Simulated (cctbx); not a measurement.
# La4Te3I3N: as given, inverted or twinned?

Space group P6_3mc (no. 186), a = 10.3310 Å, b = 10.3310 Å, c = 7.7460 Å, α = 90.00°, β = 90.00°, γ = 120.00°.

```
atom  mult.       x       y       z  Ueq (Å²)
 La1      2     1/3     2/3  0.7075    0.0036
 La2      6  0.7988  0.2012  0.7518    0.0027
  I1      6  0.8684  0.1316  0.1464    0.0062
 Te1      6  0.5307  0.4693  0.4679    0.0064
  N1      2     1/3     2/3  0.3627    0.0108
```

The model was made for the exercise: a known structure type with other elements put in, its volume estimated, not relaxed; displacement parameters are assumed.

Data sets are simulated with cctbx and refined with Bijvoet mates kept apart; Flack x is then fitted as the share of an inverted twin with the atoms fixed, Hooft y from the Bijvoet differences. The group is acentric but holds improper operations, so there is an absolute structure (orientation) and no hand.

Untwinned crystal. What Flack and Hooft values should come out?

| λ (Å) | extinction (unmodelled) | d min (Å) | top counts | error (%) | model | R1 | Flack x | s.u. | Hooft y | s.u. | pairs |
| --- | --- | --- | --- | --- | --- | --- | --- | --- | --- | --- | --- |
| 0.71073 | 0.1 | 0.77 | 5000 | 3 | as given | 0.0114 | -0.02 | 0.05 | -0.031 | 0.042 | 298 |
| 0.71073 | 0.1 | 0.77 | 5000 | 3 | inverted | 0.0162 | 1.02 | 0.05 | 1.031 | 0.042 | 298 |
| 1.54184 | 0.3 | 0.83 | 40000 | 6 | as given | 0.0131 | 0.002 | 0.008 | -0.017 | 0.010 | 239 |

With Mo Kα, x is within 3 s.u. of 0, so the absolute structure is right, though an s.u. above 0.04 can't exclude a small twin share. With Cu Kα, x is within 3 s.u. of 0, so the absolute structure is right. Inverting the model turns x into about 1 − x.

A further crystal gives:

```
  λ (Å)  extinction (unmodelled)  d min (Å)  top counts  error (%)     model      R1  Flack x   s.u.  Hooft y   s.u.  pairs
0.71073                        0        0.7       70000          3  as given  0.0078    0.527  0.019    0.496  0.016    392
```

**Question.** What is it?

It was simulated as an inversion twin with a fraction 0.5 of the inverted domain. Flack x is over 3 s.u. from both 0 and 1 and reads that fraction.

[Logs are printed without paths, hosts, clocks, repeated set-up lines and the standing remarks that a program may print on its own settings, such as how far it seeks lower states.]
